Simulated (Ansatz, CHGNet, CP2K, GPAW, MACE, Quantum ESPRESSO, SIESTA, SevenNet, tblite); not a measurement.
## H-capped Ge nanowire along [001] with a Si core (65 atoms) in tblite

Aim: run H-capped Ge nanowire along [001] with a Si core (65 atoms) in tblite and see how near its forces come to a plane-wave reference, and at what cost.

Program: tblite 0.8.0. Level of theory: the method is named at each step. Results are calculated unless marked as measured.

## Step 1: Set-up

The cell holds 65 atoms: 28 Ge, 9 Si and 28 H. Its edges and angles: a = 26.501 Å, b = 26.501 Å, c = 5.658 Å, α = 90.0°, β = 90.0°, γ = 90.0°. It derives from Ge (diamond-structure). Round section of size parameter 6.53 Å cut from diamond-structure Ge (a = 5.658 Å) along [001], 1 period, broken bonds capped with H, 12 Å of vacuum, Si core of radius 3.59 Å. Then every atom was moved at random, 0.02 Å r.m.s. a Cartesian component (hydrogen 0.6 of that). Regions: wire, 37 atoms (28 Ge and 9 Si); hydrogen, 28 atoms (28 H). Vacuum lies along a and b. The structure's axis is c.

The yardstick, on the same geometry:

| Quantity | Value |
| --- | --- |
| method | Kohn-Sham DFT, PBE, PAW, plane waves (Ansatz 0.2.0); cutoff 420 eV, Γ point, fermi-dirac smearing of 0.05 eV; PAW set soft_2 |
| r.m.s. force component | 0.5625 eV/Å |
| longest force | 2.161 eV/Å |
| gap (highest filled to lowest empty level) | 2.051 eV |
| SCF cycles | 10 |
| time | 43 s on 4 threads of Arm Neoverse V1, shared host |
| CPU time | 2.8 min |

## Step 2: GFN1-xTB

Method: GFN1-xTB tight binding, diagonalisation.

File run.py:

```python
import numpy as np
from ase.io import read
from tblite.ase import TBLite

atoms = read("structure.xyz")
atoms.calc = TBLite(method="GFN1-xTB", electronic_temperature=580, accuracy=1.0, max_iterations=250, mixer_damping=0.4, verbosity=1)
energy = atoms.get_potential_energy()
forces = atoms.get_forces()
print(f"energy {energy:.6f} eV")
print("forces (eV/A)")
for i, (a, f) in enumerate(zip(atoms, forces)):
    print(f"{i:4d} {a.symbol:2s} {f[0]:10.5f} {f[1]:10.5f} {f[2]:10.5f}")
print("charges (e)")
print(np.array2string(atoms.get_charges(), precision=4, suppress_small=True, max_line_width=110, threshold=100000))
```

File structure.xyz:

```xyz
65
Lattice="26.50091 0.00000 0.00000 0.00000 26.50091 0.00000 0.00000 0.00000 5.65800" Properties=species:S:1:pos:R:3 pbc="T T T"
Ge 9.29387 9.25544 1.43498
Ge 9.22285 11.25282 2.85010
Ge 7.24164 11.24275 4.27671
Ge 7.26496 13.23826 0.00136
Ge 9.26763 13.25523 1.38219
Ge 9.24246 15.23882 2.83754
Ge 7.26973 15.22822 4.21889
Ge 9.26498 17.26932 1.39413
Ge 13.18950 7.23899 2.80422
Ge 11.21307 7.22812 4.28073
Ge 11.27587 9.19158 0.02801
Ge 13.23323 9.26207 1.42898
Si 13.21070 11.25494 2.79166
Si 11.28541 11.24460 4.24537
Si 11.27826 13.25708 0.00464
Si 13.22210 13.24621 1.42989
Si 13.25761 15.26929 2.82408
Si 11.22685 15.27009 4.24786
Ge 11.26819 17.26932 5.63531
Ge 13.26848 17.26243 1.44483
Ge 13.25337 19.29001 2.82985
Ge 11.26633 19.32897 4.25951
Ge 15.18052 7.23899 4.23235
Ge 15.23140 9.27373 0.04232
Ge 17.29555 9.25120 1.41331
Ge 17.24891 11.21625 2.80790
Si 15.28095 11.27110 4.19829
Si 15.28970 13.23641 5.65279
Ge 17.27250 13.29683 1.46186
Ge 17.26269 15.22636 2.80478
Si 15.23696 15.26161 4.22008
Ge 15.30507 17.26799 0.00543
Ge 17.32391 17.30536 1.37721
Ge 15.20463 19.24178 4.27784
Ge 19.29107 11.21651 4.19337
Ge 19.23489 13.22819 0.04662
Ge 19.27862 15.19986 4.23597
H 7.97783 9.25067 0.54294
H 9.20483 7.98684 2.25986
H 7.22971 10.00462 5.10623
H 5.97834 11.23321 3.35587
H 5.99292 13.24886 0.86601
H 6.01915 15.22212 3.38309
H 7.22335 16.48754 5.17283
H 8.01202 17.24229 0.57355
H 9.21437 18.52652 2.28696
H 13.27987 5.94972 1.92049
H 10.00939 7.23952 3.34139
H 11.22552 6.00564 5.11500
H 13.26132 20.47381 1.97679
H 9.98899 19.25238 3.33533
H 11.23718 20.51488 5.14522
H 16.47138 7.23687 3.35633
H 15.21682 6.02286 5.11868
H 18.46239 9.21993 0.52031
H 17.23407 7.99718 2.34360
[... 5 atom lines left out ...]
H 20.50481 11.25308 3.37652
H 20.50746 13.26079 0.84678
H 20.48414 15.25790 3.35316
H 19.28180 16.49973 5.14029
```

Started as:

```bash
$ OMP_NUM_THREADS=1 python run.py > output.txt
```

The log of the run:

```text
------------------------------------------------------------
  cycle        total energy    energy error   density error
------------------------------------------------------------
      1     -76.27926359489  -7.6511357E+01   3.6748964E-01
      2     -75.61003168165   6.6923191E-01   3.0730188E-01
      3     -77.02551011554  -1.4154784E+00   1.8522068E-01
      4     -75.37214953333   1.6533606E+00   1.7191518E-01
      5     -72.62692371142   2.7452258E+00   2.6357308E-01
      6     -78.73914231415  -6.1122186E+00   3.5878292E-02
      7     -78.78657255518  -4.7430241E-02   2.0298442E-02
      8     -78.80338040557  -1.6807850E-02   9.6983035E-03
      9     -78.80460683499  -1.2264294E-03   7.6315699E-03
     10     -78.80310448408   1.5023509E-03   5.8226746E-03
     11     -78.80597772539  -2.8732413E-03   2.5084202E-03
     12     -78.80628117516  -3.0344977E-04   1.8113499E-03
     13     -78.80648907652  -2.0790136E-04   8.3933886E-04
     14     -78.80652410925  -3.5032732E-05   3.4510727E-04
     15     -78.80652627134  -2.1620937E-06   1.9323141E-04
     16     -78.80652743534  -1.1639957E-06   1.5094735E-04
     17     -78.80652917148  -1.7361423E-06   9.0027543E-05
     18     -78.80652952488  -3.5339585E-07   5.4173203E-05
     19     -78.80652975544  -2.3056360E-07   1.2017072E-05
------------------------------------------------------------
 total:                                   1.841 sec
energy -2144.434902 eV
forces (eV/A)
   0 Ge   -0.53372    0.31073   -0.37857
   1 Ge    0.25076   -0.10801    0.25121
   2 Ge   -0.22415    0.68174   -0.59438
   3 Ge   -0.03924    0.13276   -0.41858
   4 Ge    0.04482   -0.14644    0.12156
   5 Ge    0.12821    0.42913   -0.13461
   6 Ge    0.08429   -0.04200    0.73340
   7 Ge    0.51221   -0.28382    0.46359
   8 Ge    0.08381   -0.16719    0.45678
   9 Ge    0.52222    0.49158   -0.69011
  10 Ge   -0.37517    0.45876   -0.57398
  11 Ge    0.14623   -0.12800    0.23704
  12 Si    0.38624    0.39037    0.53725
  13 Si   -0.16456    0.07849    0.18416
  14 Si    0.22898   -0.00724   -0.40246
  15 Si    0.42457    0.18968   -0.20864
  16 Si   -0.27457   -0.51635    0.30090
  17 Si    0.48302   -0.38310   -0.07594
  18 Ge   -0.15492    0.29366   -0.12152
  19 Ge    0.05056    0.04036   -0.10517
  20 Ge   -0.14058   -1.02304    1.01979
  21 Ge    0.00793   -0.99086   -0.72074
  22 Ge   -0.09497    0.61587   -0.15164
  23 Ge    0.47736   -0.15500   -0.66207
[...]
57 H     0.56618   -0.37068   -0.54931
  58 H    -0.91000    0.51791    1.13412
  59 H     0.06037    0.33004    0.19436
  60 H     0.66088    0.52920   -0.99093
  61 H     0.73560   -0.11665   -0.44303
  62 H     0.35875   -0.00783    0.33011
  63 H     0.32833    0.03903   -0.17476
  64 H     0.55124   -0.89247   -1.13940
charges (e)
[ 0.0674 -0.0786  0.0926  0.052  -0.0587 -0.0776  0.0896  0.0595  0.0589  0.0831 -0.0707 -0.0581  0.0312
  0.0698  0.0288 -0.0133  0.0304  0.0758 -0.0768 -0.0584  0.0387  0.0866  0.0761 -0.0883  0.0652 -0.0763
  0.0782  0.0312 -0.0536 -0.0832  0.0733 -0.0805  0.0626  0.083   0.0803  0.0377  0.083  -0.0306 -0.0209
 -0.0119 -0.0402 -0.031  -0.0323 -0.0225 -0.0173 -0.0198 -0.0329 -0.0184 -0.0281 -0.0229 -0.0202 -0.025
 -0.0196 -0.0336 -0.0106 -0.0181 -0.0063 -0.0126 -0.026  -0.032  -0.0213 -0.0222 -0.0292 -0.0292 -0.0263]
```

Run time: 2.5 s. Hardware: 1 thread of Arm Neoverse V1, shared host; peak memory 0.2 GiB.

Banners, paths, timers and routine set-up lines are dropped from the logs unmarked, and long logs keep their key lines alone; longer cuts are marked.

Against the reference:

```
r.m.s. force component                  : 0.5213 eV/Å
r.m.s. difference of force components   : 349.6 meV/Å
longest difference of force vectors     : 1279 meV/Å
force difference over r.m.s. force      : 62.16 %
slope of forces against the reference's : 0.7364
correlation of force components         : 0.7945
```

Length of the force difference by element (eV/Å):

```
element  atoms   mean  most
     Ge     28   0.34  0.52
      H     28   0.80   1.3
     Si      9  0.097  0.14
```

Local excerpt of 9 atoms (numbers count through the whole input) about Ge33, which bears the longest force; x, y, z are measured from there.

```
atom      x      y      z  distance (Å)  bonds  Mulliken charge (e)     Fx     Fy  Fz (eV/Å)
Ge33   0.00   0.00   0.00          0.00      4                 0.06  -1.35  -0.71       0.82
 H57   1.19  -0.06  -0.83          1.45      1                -0.01   0.52   0.53      -0.05
 H58  -0.09   1.23   0.88          1.51      1                -0.01   0.57  -0.37      -0.55
Ge32  -2.02  -0.04  -1.37          2.44      4                -0.08  -0.03  -0.26      -0.14
Ge30  -0.06  -2.08   1.43          2.52      4                -0.08   0.08   1.24       0.70
 H65   1.96  -0.81  -1.89          2.84      1                -0.03   0.55  -0.89      -1.14
 H59  -0.83   1.97   1.97          2.90      1                -0.03  -0.91   0.52       1.13
Ge34  -2.12   1.94  -2.76          3.98      4                 0.08   0.24  -0.25      -0.73
Ge29  -0.05  -4.01   0.08          4.01      4                -0.05  -0.32  -0.81      -0.64
```

Atoms are counted from 1 here, from 0 in the log.

Forces lie 62 % from the reference's, at 0.015 times its CPU time (on 1 against 4 cores).

## Step 3: Relaxation (GFN1-xTB)

Method: GFN1-xTB tight binding, diagonalisation.

File run.py:

```python
import numpy as np
from ase.io import read
from ase.optimize import LBFGS
from tblite.ase import TBLite

atoms = read("structure.xyz")
atoms.calc = TBLite(method="GFN1-xTB", electronic_temperature=580, accuracy=1.0, max_iterations=250, mixer_damping=0.4, verbosity=0)
opt = LBFGS(atoms, trajectory="path.traj")
done = opt.run(fmax=0.05, steps=186)
print("converged" if done else "step limit reached")
```

structure.xyz is that of step 2.

Started as:

```bash
$ OMP_NUM_THREADS=2 python run.py > output.txt
```

The log of the run:

```text
Step          Energy          fmax
LBFGS:    0    -2144.434902        1.735685
LBFGS:    1    -2145.084418        1.328970
LBFGS:    2    -2146.081232        0.915233
LBFGS:    3    -2146.301380        0.916477
LBFGS:    4    -2146.789819        0.760490
LBFGS:    5    -2146.926846        0.712127
LBFGS:    6    -2147.066846        0.517552
LBFGS:    7    -2147.168733        0.639538
LBFGS:    8    -2147.294050        0.623441
LBFGS:    9    -2147.374718        0.451923
LBFGS:   10    -2147.460065        0.489466
LBFGS:   11    -2147.563740        0.510657
LBFGS:   12    -2147.692515        0.678125
LBFGS:   13    -2147.847114        0.774502
LBFGS:   14    -2148.040064        0.750644
LBFGS:   15    -2148.231703        0.679456
LBFGS:   16    -2148.363070        0.446847
LBFGS:   17    -2148.450640        0.467679
LBFGS:   18    -2148.512610        0.406205
LBFGS:   19    -2148.554528        0.249840
LBFGS:   20    -2148.590542        0.238705
LBFGS:   21    -2148.619711        0.256559
LBFGS:   22    -2148.642836        0.266164
LBFGS:   23    -2148.661808        0.197985
[...]
LBFGS:   33    -2148.811481        0.083065
LBFGS:   34    -2148.814381        0.077217
LBFGS:   35    -2148.817447        0.110853
LBFGS:   36    -2148.821041        0.098009
LBFGS:   37    -2148.823859        0.064784
LBFGS:   38    -2148.825637        0.059284
LBFGS:   39    -2148.826740        0.053519
LBFGS:   40    -2148.827509        0.043504
converged
```

Run time: 36 s. Hardware: 2 threads; peak memory 0.2 GiB; 78 s of CPU time.

Step by step (22 of 41):

```
step  energy less that of the first step (eV)  largest force (eV/Å)
   0                                   0.0000                1.7357
   2                                  -1.6463                0.9152
   4                                  -2.3549                0.7605
   6                                  -2.6319                0.5176
   8                                  -2.8591                0.6234
  10                                  -3.0252                0.4895
  11                                  -3.1288                0.5107
  13                                  -3.4122                0.7745
  15                                  -3.7968                0.6795
  17                                  -4.0157                0.4677
  19                                  -4.1196                0.2498
  21                                  -4.1848                0.2566
  23                                  -4.2269                0.1980
  25                                  -4.2665                0.2440
  27                                  -4.3151                0.2860
  29                                  -4.3546                0.2111
  30                                  -4.3641                0.1708
  32                                  -4.3733                0.0950
  34                                  -4.3795                0.0772
  36                                  -4.3861                0.0980
  38                                  -4.3907                0.0593
  40                                  -4.3926                0.0435
```

The atoms that moved most (Å):

```
atom      dx      dy      dz  length
 H44  -0.620  -0.130  -0.714   0.955
 H51   0.140   0.626   0.705   0.953
 H61   0.619   0.118  -0.696   0.939
 H53  -0.117  -0.635   0.672   0.933
 H65   0.619  -0.132  -0.682   0.931
 H48   0.099  -0.609   0.695   0.929
 H59  -0.114   0.609   0.687   0.925
 H40  -0.612   0.116  -0.672   0.916
```

First to last step the energy falls by 4.393 eV; the largest move, 0.95 Å, is that of H44 and 2 other atoms alike.

## Step 4: Local order at the end (GFN1-xTB)

Normalised to the volume that the atoms fill. Pair distribution functions g(r), in bins of 0.2 Å:

```
r (Å)  total  Ge-Ge  Ge-H  Ge-Si   H-H  H-Si  Si-Si
 1.50   3.50   0.00  9.45   0.00  0.00  0.00   0.00
 1.70   0.00   0.00  0.00   0.00  0.00  0.00   0.00
 1.90   0.00   0.00  0.00   0.00  0.00  0.00   0.00
 2.10   0.00   0.00  0.00   0.00  0.00  0.00   0.00
 2.30   1.26   0.00  0.00   0.00  3.46  0.00  32.30
 2.50   3.09   9.45  0.00   4.97  4.00  0.00   0.00
 2.70   0.16   0.00  0.00   0.00  0.88  0.00   0.00
 2.90   0.00   0.00  0.00   0.00  0.00  0.00   0.00
 3.10   0.46   0.00  1.25   0.00  0.00  0.00   0.00
 3.30   1.20   0.00  3.22   0.00  0.00  0.00   0.00
 3.50   0.69   0.49  1.60   0.00  0.00  0.00   0.00
 3.70   0.49   0.00  0.45   0.00  1.76  0.00   0.00
 3.90   2.26   3.31  0.83   6.90  0.50  0.00  21.80
 4.10   1.69   2.68  1.52   2.95  1.50  0.00   0.00
 4.30   0.75   0.69  1.17   0.00  0.35  1.05   0.00
 4.50   1.14   1.95  0.43   1.88  1.54  0.00   5.95
 4.70   1.48   1.97  0.28   4.86  1.42  0.00   8.35
 4.90   0.85   1.04  0.78   0.00  1.44  0.82   0.00
 5.10   0.51   0.00  1.09   0.00  0.06  0.74   0.00
 5.30   0.45   0.00  0.68   0.00  0.00  1.66   0.00
 5.50   0.49   0.20  0.62   1.60  0.00  0.08   1.01
 5.70   0.94   1.76  0.58   0.00  1.36  0.58   4.24
 5.90   0.33   0.00  0.53   0.00  0.00  1.10   0.00
 6.10   1.21   1.35  0.11   4.73  0.67  1.44   3.29
 6.30   0.53   0.49  0.75   0.00  0.80  0.13   0.00
 6.50   0.64   0.04  1.26   0.00  0.30  0.91   0.00
 6.70   0.71   1.01  0.30   2.14  0.28  0.87   0.00
 6.90   1.09   1.39  0.27   4.11  0.26  0.96   3.88
```

Bonds by pair of elements; cutoffs follow the first minimum of g(r), held within bounds set by covalent radii, and pairs that aren't listed don't count as bonded:

```
pair A-B  cutoff (Å)  bonds  mean length (Å)  spread (Å)  shortest (Å)  B about A  A about B
   Ge-Ge        2.88     36             2.43       0.026          2.40       2.57       2.57
    Ge-H        1.89     28             1.52       0.006          1.51          1          1
   Ge-Si        2.83     12             2.43       0.011          2.42      0.429       1.33
   Si-Si        2.77     12             2.39       0.001          2.39       2.67       2.67
```

How many atoms have how many bonded neighbours:

```
element  mean   1   4
     Ge     4   0  28
      H     1  28   0
     Si     4   0   9
```

## Step 5: What came out

| Item | Value |
| --- | --- |
| force difference from the reference | tblite GFN1-xTB, 62 % |
| its CPU time | 2.5 s |
| energy change in the relaxation (GFN1-xTB) | -67.58 meV/atom |
| r.m.s. displacement (GFN1-xTB) | 0.4496 Å |

What this shows: Tight binding differs by 62 % (tblite GFN1-xTB); it is another model, with fitted parameters of its own, and the xTB methods hold dispersion. One electronic-structure run takes under half the reference's CPU time: tblite GFN1-xTB, at 62 % in 2.5 s against 2.8 min, too far off to be of use. The relaxation (GFN1-xTB): first to last step the energy falls by 4.393 eV; the largest move, 0.95 Å, is that of H44 and 2 other atoms alike. Periodic xTB results under one method name differ between programs and library versions. The cell is under 6 Å thick along one periodic direction, so every atom has periodic images of itself close by, which move with it and show among its neighbours and in g(r). The electronic-structure runs sample only Γ, in a cell whose periodic width is 6 Å.

[Also dropped from logs without a mark: logging warnings of Python, and SIESTA's first energy breakdown and zero terms.]

[Logs are printed without paths, hosts, clocks, repeated set-up lines and the standing remarks that a program may print on its own settings, such as how far it seeks lower states.]

[Hosts, paths, dates, database ids (printed as entryN), source tags and the programs' standing remarks are cut or masked in the printed files.]
